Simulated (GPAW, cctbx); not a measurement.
## By hand: from a DFT structure factor to an extinction distance in Zr2CrCu2

Zr2CrCu2, P4/mbm (no. 127), a = 7.1322 Å, b = 7.1322 Å, c = 3.4119 Å, α = 90.00°, β = 90.00°, γ = 90.00°.

```csv
atom,mult.,x,y,z
Zr1,4,0.3227,0.8227,0
Cu1,4,0.1228,0.6228,1/2
Cr1,2,1/2,1/2,1/2
```

The cell comes from substitution in a known structure type and wasn't matched to any measured phase.

A DFT run (GPAW, PBE, 450 eV, 7×4×4 k-points (along the axes of the calculation cell), Fermi–Dirac width 0.1 eV, spin-polarised) gives the static X-ray structure factor of 200 as 40.577 e for the conventional cell; superposed free atoms give 40.300 e. **Problem.** Find the Fourier component V of the crystal potential and the two-beam extinction distance at 120 kV in both cases.

**1. Geometry**

The cell volume is Ω = 173.56 Å³ and d(200) = 3.5661 Å, so g = 1/d = 0.2804 Å⁻¹.

**2. The nuclei**

Electrons feel nuclei as well as electrons, so the nuclear charges are summed with the same phases.

Phase sums Σ exp(2πi h·x), turned so that the total is real and positive: Zr +2.443, Cu -0.111, Cr -2.000. Then F_Z = 40 × (+2.443) + 29 × (-0.111) + 24 × (-2.000) = 46.51 e. The electron term has the same sign for this reflection.

**3. Mott–Bethe**

Poisson's equation, term by term, gives V = (e/4πε₀)(F_Z − F)/(πΩg²), with e/4πε₀ = 14.3996 V Å.

The prefactor is 14.3996 × 3.5661²/(π × 173.56) = 0.33585 V per electron. Free atoms: (46.51 − 40.300) × 0.33585 = 2.087 V. Crystal: (46.51 − 40.577) × 0.33585 = 1.994 V. F changes by +0.69 % and V by -4.5 %: the same 0.28 e is measured against F_Z − F = 6.2 e in place of F = 40.3 e.

**4. Extinction distance**

In the two-beam case ξ = 1/(λU) with U = 2γm₀eV/h², that is ξ = 150.41 V Å²/(γλV).

At 120 kV, λ = 0.03349 Å and γ = 1.2348. Free atoms: ξ = 1743 Å. Crystal: ξ = 1824 Å. The thickness fringes go as sin²(πt/ξ), so the two patterns slip by a quarter of a period when t|1/ξ₁ − 1/ξ₀| = 1/4, at t ≈ 977 nm, thicker than usual samples. Thermal motion, absorption and many-beam coupling, left out here, change a real pattern.

**5. Answer**

V(200) is 1.99 V against 2.09 V, and ξ is 1824 against 1743 Å. Limits: static atoms, two beams; a ferromagnetic start is the only order tried, and the real ground state may be antiferromagnetic or insulating.

[Outputs are excerpts: Python notices, other lines and further rows are left out; steps that failed or that the build refused (PBEsol, TPSS) are not shown.]

[Logs are printed without paths, hosts, clocks, repeated set-up lines and the standing remarks that a program may print on its own settings, such as how far it seeks lower states.]
